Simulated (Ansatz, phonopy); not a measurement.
# How KBr (Fm-3m) expands on warming, part 3 of 3

Wanted: α(T), C_P(T) and B(T) of KBr in the quasi-harmonic approximation.

Experimental results on record:
- volume expansion coefficient 116.1 1e-6/K and heat capacity C_P per formula unit 52.3 J/mol/K near room temperature (given in “High-Throughput Prediction of Finite-Temperature Properties using the Quasi-Harmonic Approximation”, 2016, arXiv:1603.06924)
- volume expansion coefficient 117.6 1e-6/K near room temperature (given in “Descriptors for thermal expansion in solids”, 2017, arXiv:1701.03966)

Ansatz 0.2.0; DFT LDA, scalar-relativistic, plane waves, PAW.

So far, principal linear expansion coefficients at 298 K (× 1e-6/K): step 7 (the quasi-harmonic study, cutoff 550 eV, k-mesh 8×8×8) 38.3.

## 9. Phonons on strained cells, cutoff 487.2 eV, k-mesh 12×12×12

The study relaxes the crystal at several strains, solves the phonons on some of them and minimises the free energy at each temperature (static energy, vibrations, the electrons in a metal, and PV under a set pressure); the q-mesh sets how far the force constants reach.

This step: DFT LDA, scalar-relativistic, plane waves, PAW (Ansatz 0.2.0).

File input.yaml:

```yaml
crystal:
  lattice:
    - [0.0, 3.1857844804, 3.1857844804]
    - [3.1857844804, 0.0, 3.1857844804]
    - [3.1857844804, 3.1857844804, 0.0]
  atoms:
    - { symbol: K, position: [0.0, 0.0, 0.0] }
    - { symbol: Br, position: [0.5, 0.5, 0.5] }
kpoints:
  mp_grid: { grid: [12, 12, 12] }
hamiltonian:
  xc: lda
scf:
  occupations: { method: fixed }
output:
  eigenvalues: true
phonons:
  method: dfpt
  qmesh: [4, 4, 4]
  temperatures: { t_max: 500.0, t_step: 25 }
  thermal_expansion: {}
```

Command:

```sh
ansatz run input.yaml --threads 4 --pin off --max-ram 16384MiB --backend cpu --events-out ev --progress --plain --runs-dir out
```

Numbers of over 12 decimals in the logs are rounded to 6 here.

Output:

```text
[...]
Crystal: 2 atoms, lattice volume = 64.666 Å³
Basis set: ecut = 487.2 eV, 1591 PW (Γ), exchange–correlation on 72×72×72 points (8 copies of the dense FFT grid, shifted against one another)
Bands: 12, of which v1, the nominal top of the filled ones, is band 8 counted from 1 (7 counted from 0)
Symmetry: 48 space group operations
[...]
k-points: 72 of 1728
[...]
SCF iter   1: F=—  HF=-4193.642407 eV  |F-HF|=—  |Δ(HF+E_count)|=         —  Δρ=5.05e-3  dr2=9.75e-3  ethr=1.77e-3  ⟨swp⟩=5.5  Hψ=4807  notcnv=0  defer=134
[...]
SCF iter   9: F=-4193.639215 eV  HF=-4193.639215 eV  |F-HF|=9.09e-13  |Δ(HF+E_count)|=  1.46e-11  Δρ=2.06e-8  dr2=2.46e-13  ethr=1.00e-12  ⟨swp⟩=8.3  Hψ=5657  notcnv=0
SCF 1 converged in 9 iterations: F = -4193.639215 eV  dr2 = 2.46e-13
[...]
relax step   1: F+E_penalty+E_count = -4193.63921534 eV  Δ(F+E_penalty+E_count) = +0.000e0 eV  max|allowed force component| = 6.718e-29 eV/Å  Δτ_max = 0.0000 Å  (9 SCF iters, accepted)
SCF converged after 9 iterations
Free energy (F): -4193.639215 eV
[...]
Internal energy: -4193.639215 eV  (E = F + TS)
E sigma→0 (E₀):  -4193.639215 eV
Fermi energy:    1.555254 eV
[...]
--- Stress (GPa, compression-positive) ---
        0.000411       0.000000       0.000000
       -0.000000       0.000411      -0.000000
        0.000000       0.000000       0.000411
  P = ⅓ Tr σ = 0.0004 GPa (0.004 kbar)
--- Band table (eV; the first three rows and the last of 72) ---
  k-point 0: bands = [... 4 lower, -9.3906, 1.5553, 1.5553, 1.5553, 5.8763, 8.9073, 8.9073, 8.9073]
  k-point 1: bands = [... 4 lower, -9.3693, 1.4160, 1.5217, 1.5217, 6.0906, 8.8497, 9.0004, 9.0004]
  k-point 2: bands = [... 4 lower, -9.3129, 1.0823, 1.4327, 1.4327, 6.6262, 8.7743, 9.2697, 9.2697]
  k-point 71: bands = [... 4 lower, -9.2807, 0.8489, 0.8489, 0.8636, 8.7525, 8.7525, 9.9289, 10.7141]
── thermal expansion: 3 new cells, 3 in all ──
thermal expansion: relaxation of cell 2
thermal expansion: relaxation of cell 3
── thermal expansion: 2 new cells, 5 in all ──
thermal expansion: relaxation of cell 4
thermal expansion: lower-state search of cell 4
thermal expansion: phonons of cell 4
thermal expansion: relaxation of cell 5
thermal expansion: phonons of cell 5
── thermal expansion: 6 new cells, 11 in all ──
thermal expansion: relaxation of cell 6
thermal expansion: relaxation of cell 7
thermal expansion: relaxation of cell 8
thermal expansion: relaxation of cell 9
thermal expansion: relaxation of cell 10
thermal expansion: relaxation of cell 11
thermal expansion: phonons of cell 6
thermal expansion: phonons of cell 7
thermal expansion: phonons of cell 8
--- Relaxed structure (1 steps of the walk, 1 accepted, 0 SCFs on fresh bases) ---
  F+E_penalty+E_count = -4193.63921534 eV   max|allowed force component| = 6.718e-29 eV/Å
  atoms:
    - { symbol: K, position: [0.0, 0.0, 0.0] }
    - { symbol: Br, position: [0.500000, 0.500000, 0.500000] }
--- Thermal expansion: 11 cells in 3 rounds, 0 GPa ---
  no lower state was reached at cell 4
  without vibrations: a 4.50541, b 4.50541, c 4.50541 Å, V 64.6678 Å³, B 20.27 GPa
  at 0 K: a 4.51728, b 4.51728, c 4.51728 Å, V 65.1803 Å³, B 19.74 GPa
  zero-point expansion: a +0.263, b +0.263, c +0.263, V +0.792 %
[...]
0.00    4.51728    4.51728    4.51728    65.1803 |    0.00    0.00    0.00    0.00 |   80.43 |     0.000     0.000 |    19.74    19.74
    50.00    4.51842    4.51842    4.51842    65.2298 |   15.08   15.08   15.08   45.23 |   93.65 |    27.549    27.471 |    19.58    19.64
   100.00    4.52347    4.52347    4.52347    65.4486 |   27.26   27.26   27.26   81.79 |  100.75 |    42.458    41.955 |    19.09    19.32
   150.00    4.53021    4.53021    4.53021    65.7418 |   31.78   31.78   31.78   95.35 |  105.12 |    47.129    46.129 |    18.53    18.93
   200.00    4.53773    4.53773    4.53773    66.0697 |   34.40   34.40   34.40  103.20 |  108.64 |    49.271    47.750 |    17.95    18.52
   250.00    4.54579    4.54579    4.54579    66.4220 |   36.47   36.47   36.47  109.40 |  111.89 |    50.604    48.527 |    17.35    18.09
   298.15    4.55398    4.55398    4.55398    66.7818 |   38.33   38.33   38.33  114.98 |       - |    51.599    48.943 |    16.76    17.67
   325.00    4.55873    4.55873    4.55873    66.9911 |   39.37   39.37   39.37  118.11 |  116.72 |    52.103    49.099 |    16.42    17.43
   375.00    4.56794    4.56794    4.56794    67.3980 |   41.40   41.40   41.40  124.19 |  120.07 |    53.011    49.306 |    15.78    16.97
   425.00    4.57765    4.57765    4.57765    67.8288 |   43.59   43.59   43.59  130.77 |  123.60 |    53.934    49.444 |    15.12    16.50
   475.00    4.58792    4.58792    4.58792    68.2860 |   46.02   46.02   46.02  138.07 |  127.36 |    54.920    49.540 |    14.45    16.02
   500.00    4.59327    4.59327    4.59327    68.5255 |   47.35   47.35   47.35  142.06 |  129.35 |    55.449    49.578 |    14.10    15.77
[...]
vibrations' free energy: its fit leaves 0.0002 meV an atom at the most
  the electrons' free energy at temperature is not in it: every band gap is over 0.52 eV
  free energies summed between the sampled wave vectors
[...]
band gaps on the cells' k-points are 4.051 to 4.411 eV
```

Run time: 35 min. Hardware: 4 threads of Intel Xeon Platinum 8259CL at 2.50GHz (Skylake/Cascade Lake), shared host; peak memory 3.7 GiB; 2.2 h of CPU time.

This step gave:

| Property | Result |
| --- | --- |
| pressure | 4.11e-4 GPa |
| C_P at 298 K | 25.8 J/mol-atom/K |
| principal linear expansion coefficients at 298 K | 38.33, 38.33, 38.33 1e-6/K |

Strained cells of the study; zero-point energy where phonons were solved; the pressures are stresses at a fixed cutoff and can carry an offset from the finite basis. Expansion cells, by row:

| cell | \|a\| (Å) | \|b\| (Å) | \|c\| (Å) | V (Å³/atom) | E - E_lowest (meV/atom) | pressure, compression positive (GPa) | gap (eV) | zero-point energy (meV/atom) |
| --- | --- | --- | --- | --- | --- | --- | --- | --- |
| 1 | 4.505 | 4.505 | 4.505 | 32.33 | 0 | -0.009 | 4.321 | - |
| 2 | 4.541 | 4.541 | 4.541 | 33.12 | 1.139 | -0.466 | 4.251 | - |
| 3 | 4.47 | 4.47 | 4.47 | 31.57 | 1.199 | 0.505 | 4.393 | - |
| 4 | 4.506 | 4.506 | 4.506 | 32.34 | 0 | -0.016 | 4.32 | 18.38 |
| 5 | 4.528 | 4.528 | 4.528 | 32.83 | 0.468 | -0.307 | 4.276 | 17.9 |
| 6 | 4.561 | 4.561 | 4.561 | 33.55 | 2.69 | -0.692 | 4.214 | 17.21 |
| 7 | 4.589 | 4.589 | 4.589 | 34.17 | 5.915 | -0.985 | 4.163 | 16.64 |
| 8 | 4.617 | 4.617 | 4.617 | 34.8 | 10.3 | -1.25 | 4.114 | 16.08 |
| 9 | 4.461 | 4.461 | 4.461 | 31.39 | 1.851 | 0.637 | 4.411 | - |
| 10 | 4.483 | 4.483 | 4.483 | 31.86 | 0.448 | 0.299 | 4.365 | - |
| 11 | 4.654 | 4.654 | 4.654 | 35.65 | 17.65 | -1.558 | 4.051 | - |

Quasi-harmonic; a, b, c are the run's own cell vectors. Expansion, by row:

| T (K) | a (Å) | b (Å) | c (Å) | alpha (deg) | beta (deg) | gamma (deg) | cell volume (Å³/cell) | alpha_a (1e-6/K) | alpha_b (1e-6/K) | alpha_c (1e-6/K) | alpha_V (1e-6/K) | C_P (J/mol-atom/K) | C_V (J/mol-atom/K) | S (J/mol-atom/K) | B_T (GPa) | B_S (GPa) | Grueneisen | extrapolation | fit error (1e-6/K) |
| --- | --- | --- | --- | --- | --- | --- | --- | --- | --- | --- | --- | --- | --- | --- | --- | --- | --- | --- | --- |
| 0 | 4.517 | 4.517 | 4.517 | 60 | 60 | 60 | 65.18 | 0 | 0 | 0 | 0 | 0 | 0 | 0 | 19.74 | 19.74 | - | 0 | 0 |
| 25 | 4.517 | 4.517 | 4.517 | 60 | 60 | 60 | 65.18 | 3.49 | 3.49 | 3.49 | 10.48 | 5.169 | 5.168 | 2.163 | 19.72 | 19.73 | 0.785 | 0 | 0 |
| 50 | 4.518 | 4.518 | 4.518 | 60 | 60 | 60 | 65.23 | 15.08 | 15.08 | 15.08 | 45.23 | 13.78 | 13.73 | 8.565 | 19.58 | 19.64 | 1.266 | 0 | 0.01 |
| 75 | 4.521 | 4.521 | 4.521 | 60 | 60 | 60 | 65.32 | 22.9 | 22.9 | 22.9 | 68.69 | 18.68 | 18.55 | 15.19 | 19.35 | 19.49 | 1.409 | 0 | 0.01 |
| 100 | 4.523 | 4.523 | 4.523 | 60 | 60 | 60 | 65.45 | 27.26 | 27.26 | 27.26 | 81.79 | 21.23 | 20.98 | 20.95 | 19.09 | 19.32 | 1.467 | 0 | 0.02 |
| 125 | 4.527 | 4.527 | 4.527 | 60 | 60 | 60 | 65.59 | 29.94 | 29.94 | 29.94 | 89.81 | 22.67 | 22.29 | 25.86 | 18.81 | 19.13 | 1.497 | 0 | 0.03 |
| 150 | 4.53 | 4.53 | 4.53 | 60 | 60 | 60 | 65.74 | 31.78 | 31.78 | 31.78 | 95.35 | 23.57 | 23.06 | 30.07 | 18.53 | 18.93 | 1.517 | 0 | 0.03 |
| 175 | 4.534 | 4.534 | 4.534 | 60 | 60 | 60 | 65.9 | 33.21 | 33.21 | 33.21 | 99.62 | 24.18 | 23.55 | 33.76 | 18.24 | 18.73 | 1.531 | 0 | 0.03 |
| 200 | 4.538 | 4.538 | 4.538 | 60 | 60 | 60 | 66.07 | 34.4 | 34.4 | 34.4 | 103.2 | 24.64 | 23.88 | 37.01 | 17.95 | 18.52 | 1.544 | 0 | 0.03 |
| 225 | 4.542 | 4.542 | 4.542 | 60 | 60 | 60 | 66.24 | 35.47 | 35.47 | 35.47 | 106.4 | 25 | 24.1 | 39.94 | 17.65 | 18.31 | 1.555 | 0 | 0.03 |
| 250 | 4.546 | 4.546 | 4.546 | 60 | 60 | 60 | 66.42 | 36.47 | 36.47 | 36.47 | 109.4 | 25.3 | 24.26 | 42.59 | 17.35 | 18.09 | 1.565 | 0 | 0.04 |
| 275 | 4.55 | 4.55 | 4.55 | 60 | 60 | 60 | 66.61 | 37.43 | 37.43 | 37.43 | 112.3 | 25.57 | 24.39 | 45.01 | 17.05 | 17.88 | 1.575 | 0 | 0.05 |
| 298.1 | 4.554 | 4.554 | 4.554 | 60 | 60 | 60 | 66.78 | 38.33 | 38.33 | 38.33 | 115 | 25.8 | 24.47 | 47.09 | 16.76 | 17.67 | 1.584 | 0 | 0.06 |
| 300 | 4.554 | 4.554 | 4.554 | 60 | 60 | 60 | 66.8 | 38.4 | 38.4 | 38.4 | 115.2 | 25.82 | 24.48 | 47.25 | 16.74 | 17.65 | 1.584 | 0 | 0.06 |
| 325 | 4.559 | 4.559 | 4.559 | 60 | 60 | 60 | 66.99 | 39.37 | 39.37 | 39.37 | 118.1 | 26.05 | 24.55 | 49.32 | 16.42 | 17.43 | 1.594 | 0 | 0.07 |
| 350 | 4.563 | 4.563 | 4.563 | 60 | 60 | 60 | 67.19 | 40.37 | 40.37 | 40.37 | 121.1 | 26.28 | 24.61 | 51.26 | 16.11 | 17.2 | 1.604 | 0 | 0.08 |
| 375 | 4.568 | 4.568 | 4.568 | 60 | 60 | 60 | 67.4 | 41.4 | 41.4 | 41.4 | 124.2 | 26.51 | 24.65 | 53.08 | 15.78 | 16.97 | 1.614 | 0 | 0.08 |
| 400 | 4.573 | 4.573 | 4.573 | 60 | 60 | 60 | 67.61 | 42.47 | 42.47 | 42.47 | 127.4 | 26.73 | 24.69 | 54.8 | 15.46 | 16.74 | 1.624 | 0 | 0.08 |
| 425 | 4.578 | 4.578 | 4.578 | 60 | 60 | 60 | 67.83 | 43.59 | 43.59 | 43.59 | 130.8 | 26.97 | 24.72 | 56.43 | 15.12 | 16.5 | 1.634 | 0 | 0.08 |
| 450 | 4.583 | 4.583 | 4.583 | 60 | 60 | 60 | 68.05 | 44.77 | 44.77 | 44.77 | 134.3 | 27.21 | 24.75 | 57.98 | 14.79 | 16.26 | 1.645 | 0 | 0.06 |
| 475 | 4.588 | 4.588 | 4.588 | 60 | 60 | 60 | 68.29 | 46.02 | 46.02 | 46.02 | 138.1 | 27.46 | 24.77 | 59.45 | 14.45 | 16.02 | 1.656 | 0 | 0.06 |
| 500 | 4.593 | 4.593 | 4.593 | 60 | 60 | 60 | 68.53 | 47.35 | 47.35 | 47.35 | 142.1 | 27.72 | 24.79 | 60.87 | 14.1 | 15.77 | 1.667 | 0 | 0.12 |

Expansion coefficient against temperature; values in 1e-6/K:

| temperature (K) | volume | principal 1 |
| --- | --- | --- |
| 0 | 0 | 0 |
| 25 | 10.5 | 3.49 |
| 50 | 45.2 | 15.1 |
| 75 | 68.7 | 22.9 |
| 100 | 81.8 | 27.3 |
| 125 | 89.8 | 29.9 |
| 150 | 95.3 | 31.8 |
| 175 | 99.6 | 33.2 |
| 200 | 103 | 34.4 |
| 225 | 106 | 35.5 |
| 250 | 109 | 36.5 |
| 275 | 112 | 37.4 |
| 298 | 115 | 38.3 |
| 300 | 115 | 38.4 |
| 325 | 118 | 39.4 |
| 350 | 121 | 40.4 |
| 375 | 124 | 41.4 |
| 400 | 127 | 42.5 |
| 425 | 131 | 43.6 |
| 450 | 134 | 44.8 |
| 475 | 138 | 46.0 |
| 500 | 142 | 47.4 |

Changing the k-mesh (8×8×8 → 12×12×12) and the cutoff (550 → 487.2 eV) takes the volume expansion at 298 K from 115 to 115 × 10⁻⁶/K and B_T from 16.8 to 16.8 GPa.

## 10. Quasi-harmonic fit by phonopy

This step: DFT LDA, scalar-relativistic, plane waves, PAW (phonopy 4.10.0).

The energy (each curve on its own zero) by volume; values in meV/atom:

| volume (Å³/atom) | static | F at 0 K | F at 300 K | F at 500 K |
| --- | --- | --- | --- | --- |
| 32.343 | 0 | 1.13 | 4.51 | 7.41 |
| 32.831 | 0.47 | 1.12 | 3.17 | 4.91 |
| 33.551 | 2.69 | 2.66 | 2.68 | 2.68 |
| 34.172 | 5.91 | 5.32 | 3.54 | 2.01 |
| 34.804 | 10.3 | 9.14 | 5.47 | 2.36 |

Phonopy-qha, vinet fit of F(V) at each temperature. Qha vinet, by row:

| T (K) | fitted volume (Å³/atom) | alpha_V (1e-6/K) | B_T (GPa) | C_P (J/mol-atom/K) | Grueneisen |
| --- | --- | --- | --- | --- | --- |
| 75 | 32.66 | 67 | 19.35 | 18.64 | 1.375 |
| 100 | 32.72 | 80.98 | 19.09 | 21.28 | 1.452 |
| 125 | 32.79 | 89.41 | 18.81 | 22.74 | 1.49 |
| 150 | 32.87 | 95.14 | 18.53 | 23.63 | 1.513 |
| 175 | 32.95 | 99.5 | 18.25 | 24.24 | 1.53 |
| 200 | 33.03 | 103.1 | 17.95 | 24.68 | 1.543 |
| 225 | 33.12 | 106.3 | 17.66 | 25.04 | 1.554 |
| 250 | 33.21 | 109.4 | 17.36 | 25.34 | 1.565 |
| 275 | 33.3 | 112.3 | 17.05 | 25.6 | 1.575 |
| 300 | 33.4 | 115.2 | 16.74 | 25.84 | 1.584 |
| 325 | 33.5 | 118.1 | 16.43 | 26.07 | 1.594 |
| 350 | 33.6 | 121.1 | 16.11 | 26.3 | 1.604 |
| 375 | 33.7 | 124.2 | 15.79 | 26.52 | 1.614 |
| 400 | 33.8 | 127.4 | 15.46 | 26.75 | 1.624 |
| 425 | 33.91 | 130.8 | 15.13 | 26.98 | 1.635 |
| 450 | 34.03 | 134.3 | 14.79 | 27.22 | 1.645 |
| 475 | 34.14 | 138.1 | 14.45 | 27.47 | 1.656 |

The volume expansion coefficient by temperature; values in 1e-6/K:

| temperature (K) | phonopy-qha, Vinet | Ansatz's own study |
| --- | --- | --- |
| 75 | 67 | 68.7 |
| 100 | 81.0 | 81.8 |
| 125 | 89.4 | 89.8 |
| 150 | 95.1 | 95.3 |
| 175 | 99.5 | 99.6 |
| 200 | 103 | 103 |
| 225 | 106 | 106 |
| 250 | 109 | 109 |
| 275 | 112 | 112 |
| 300 | 115 | 115 |
| 325 | 118 | 118 |
| 350 | 121 | 121 |
| 375 | 124 | 124 |
| 400 | 127 | 127 |
| 425 | 131 | 131 |
| 450 | 134 | 134 |
| 475 | 138 | 138 |

The fit gives a volume expansion of 115 × 10⁻⁶/K at 300 K, against 115 at 298 K from the study itself, whose static fit uses more cells.

## 11. Phonons on strained cells, cutoff 487.2 eV

Thermal expansion follows from how the free energy of the vibrations (and of the electrons in a metal) changes with strain, so the program makes strained cells, their phonons and a fit in one run.

This step: DFT LDA, scalar-relativistic, plane waves, PAW (Ansatz 0.2.0).

input.yaml: that of step 9 with these lines changed.

```diff
@@ -9,3 +9,3 @@
 kpoints:
-  mp_grid: { grid: [12, 12, 12] }
+  mp_grid: { grid: [8, 8, 8] }
 hamiltonian:
```

Output:

```text
[...]
Crystal: 2 atoms, lattice volume = 64.666 Å³
Basis set: ecut = 487.2 eV, 1591 PW (Γ), exchange–correlation on 72×72×72 points (8 copies of the dense FFT grid, shifted against one another)
Bands: 12, of which v1, the nominal top of the filled ones, is band 8 counted from 1 (7 counted from 0)
Symmetry: 48 space group operations
[...]
vibrations' free energy: its fit leaves 0.0002 meV an atom at the most
  the electrons' free energy at temperature is not in it: every band gap is over 0.52 eV
  free energies summed between the sampled wave vectors
[...]
band gaps on the cells' k-points are 4.051 to 4.411 eV
[key lines of the parts left out:]
SCF converged after 9 iterations
Free energy (F): -4193.639214 eV
Fermi energy:    1.555255 eV
P = ⅓ Tr σ = 0.0004 GPa (0.004 kbar)
```

Elapsed: 12 min, on 4 threads; peak memory 1.4 GiB; 45 min of CPU time.

Strained cells of the study; zero-point energy where phonons were solved; the pressures are stresses at a fixed cutoff and can carry an offset from the finite basis. Expansion cells, by row:

| cell | \|a\| (Å) | \|b\| (Å) | \|c\| (Å) | V (Å³/atom) | E - E_lowest (meV/atom) | pressure, compression positive (GPa) | gap (eV) | zero-point energy (meV/atom) |
| --- | --- | --- | --- | --- | --- | --- | --- | --- |
| 1 | 4.505 | 4.505 | 4.505 | 32.33 | 0 | -0.009 | 4.321 | - |
| 2 | 4.541 | 4.541 | 4.541 | 33.12 | 1.139 | -0.466 | 4.251 | - |
| 3 | 4.47 | 4.47 | 4.47 | 31.57 | 1.198 | 0.505 | 4.393 | - |
| 4 | 4.506 | 4.506 | 4.506 | 32.34 | 0 | -0.016 | 4.32 | 18.38 |
| 5 | 4.528 | 4.528 | 4.528 | 32.83 | 0.467 | -0.307 | 4.276 | 17.9 |
| 6 | 4.561 | 4.561 | 4.561 | 33.55 | 2.69 | -0.692 | 4.214 | 17.21 |
| 7 | 4.589 | 4.589 | 4.589 | 34.17 | 5.914 | -0.985 | 4.163 | 16.64 |
| 8 | 4.617 | 4.617 | 4.617 | 34.8 | 10.3 | -1.25 | 4.114 | 16.08 |
| 9 | 4.461 | 4.461 | 4.461 | 31.39 | 1.85 | 0.637 | 4.411 | - |
| 10 | 4.483 | 4.483 | 4.483 | 31.86 | 0.447 | 0.299 | 4.365 | - |
| 11 | 4.654 | 4.654 | 4.654 | 35.65 | 17.65 | -1.558 | 4.051 | - |

Changing the k-mesh (12×12×12 → 8×8×8) takes the volume expansion at 298 K from 115 to 115 × 10⁻⁶/K and B_T from 16.8 to 16.8 GPa.

## 12. Side by side

Times are for 4 threads of Intel Xeon Platinum 8259CL at 2.50GHz (Skylake/Cascade Lake), shared host. Results by setting:

| no. | functional | cutoff (eV) | k-mesh | q-mesh | method | pressure (GPa) | volume expansion coefficient at 298 K (1e-6/K) | C_P at 298 K (J/mol-atom/K) | isothermal bulk modulus at 298 K (GPa) | time | memory (GiB) |
| --- | --- | --- | --- | --- | --- | --- | --- | --- | --- | --- | --- |
| 1 | lda | 550 | 8×8×8 | 4×4×4 | dfpt | 0 | 115.0 | 25.80 | 16.76 | 13 min | 1.6 |
| 2 | lda | 487.2 | 12×12×12 | 4×4×4 | dfpt | 0 | 115.0 | 25.8 | 16.76 | 35 min | 3.7 |
| 3 | lda | 487.2 | 8×8×8 | 4×4×4 | dfpt | 0 | 115.0 | 25.8 | 16.76 | 12 min | 1.4 |

The runs together, line volume. Expansion coefficient, volume against temperature; values in 1e-6/K:

| temperature (K) | lda, 550, 8×8×8, 4×4×4, dfpt, 0 | lda, 487.2, 12×12×12, 4×4×4, dfpt, 0 | lda, 487.2, 8×8×8, 4×4×4, dfpt, 0 |
| --- | --- | --- | --- |
| 0 | 0 | 0 | 0 |
| 25 | 10.5 | 10.5 | 10.5 |
| 50 | 45.2 | 45.2 | 45.2 |
| 75 | 68.7 | 68.7 | 68.7 |
| 100 | 81.8 | 81.8 | 81.8 |
| 125 | 89.8 | 89.8 | 89.8 |
| 150 | 95.3 | 95.3 | 95.3 |
| 175 | 99.6 | 99.6 | 99.6 |
| 200 | 103 | 103 | 103 |
| 225 | 106 | 106 | 106 |
| 250 | 109 | 109 | 109 |
| 275 | 112 | 112 | 112 |
| 298 | 115 | 115 | 115 |
| 300 | 115 | 115 | 115 |
| 325 | 118 | 118 | 118 |
| 350 | 121 | 121 | 121 |
| 375 | 124 | 124 | 124 |
| 400 | 127 | 127 | 127 |
| 425 | 131 | 131 | 131 |
| 450 | 134 | 134 | 134 |
| 475 | 138 | 138 | 138 |
| 500 | 142 | 142 | 142 |

The runs together, line C_P. Heat capacity, C_P against temperature; values in J/mol-atom/K:

| temperature (K) | lda, 550, 8×8×8, 4×4×4, dfpt, 0 | lda, 487.2, 12×12×12, 4×4×4, dfpt, 0 | lda, 487.2, 8×8×8, 4×4×4, dfpt, 0 |
| --- | --- | --- | --- |
| 0 | 0 | 0 | 0 |
| 25 | 5.17 | 5.17 | 5.17 |
| 50 | 13.8 | 13.8 | 13.8 |
| 75 | 18.7 | 18.7 | 18.7 |
| 100 | 21.2 | 21.2 | 21.2 |
| 125 | 22.7 | 22.7 | 22.7 |
| 150 | 23.6 | 23.6 | 23.6 |
| 175 | 24.2 | 24.2 | 24.2 |
| 200 | 24.6 | 24.6 | 24.6 |
| 225 | 25.0 | 25.0 | 25.0 |
| 250 | 25.3 | 25.3 | 25.3 |
| 275 | 25.6 | 25.6 | 25.6 |
| 298 | 25.8 | 25.8 | 25.8 |
| 300 | 25.8 | 25.8 | 25.8 |
| 325 | 26.1 | 26.1 | 26.1 |
| 350 | 26.3 | 26.3 | 26.3 |
| 375 | 26.5 | 26.5 | 26.5 |
| 400 | 26.7 | 26.7 | 26.7 |
| 425 | 27.0 | 27.0 | 27.0 |
| 450 | 27.2 | 27.2 | 27.2 |
| 475 | 27.5 | 27.5 | 27.5 |
| 500 | 27.7 | 27.7 | 27.7 |

## 13. Free-energy fit

This step: DFT LDA, scalar-relativistic, plane waves, PAW (phonopy 4.10.0).

The fit gives a volume expansion of 115 × 10⁻⁶/K at 300 K, against 115 at 298 K from the study itself, whose static fit uses more cells.

## 14. What came out

| Quantity | Value |
| --- | --- |
| settings of these figures | LDA, 487.2 eV, k 12×12×12, q 4×4×4 |
| volume expansion coefficient at 298 K | 115.0 1e-6/K |
| C_P at 298 K | 25.8 J/mol-atom/K |
| entropy at 298 K | 47.09 J/mol-atom/K |
| isothermal bulk modulus at 298 K | 16.76 GPa |
| Grüneisen parameter at 298 K | 1.583 |
| volume at 298 K | 33.39 Å³/atom |
| principal linear expansion coefficients at 298 K | 38.33, 38.33, 38.33 1e-6/K |

Near room temperature KBr expands by 115 × 10⁻⁶/K in volume by LDA, with C_P = 25.8 J/(mol K) per mole of atoms and B_T = 16.8 GPa. C_P at room temperature is 103 % of the classical 3R an atom; C_V is 98 %, and the rest is expansion work. A measured volume expansion coefficient near room temperature is 116.1 1e-6/K (arXiv:1603.06924); the calculated 115 1e-6/K differs by -1 %. A measured heat capacity per formula unit near room temperature is 52.3 J/mol/K (arXiv:1603.06924); the calculated 51.6 J/mol/K differs by -1 %. Changing the k-mesh and cutoff moves the volume expansion at 298 K between 115 and 115 × 10⁻⁶/K, while the CPU time spans a factor of 3.0. The PAW files were made for PBE and are used here under another functional, for which the program regenerates the frozen cores. The cell of these runs is 10 % smaller in volume than the database cell; frequencies and all that rests on them shift with it.

[Logs are printed without paths, hosts, clocks, repeated set-up lines and the standing remarks that a program may print on its own settings, such as how far it seeks lower states.]

[Hosts, paths, dates, database ids (printed as entryN), source tags and the programs' standing remarks are cut or masked in the printed files.]

[A step with changed settings may run another functional than the one named; its input shows which.]
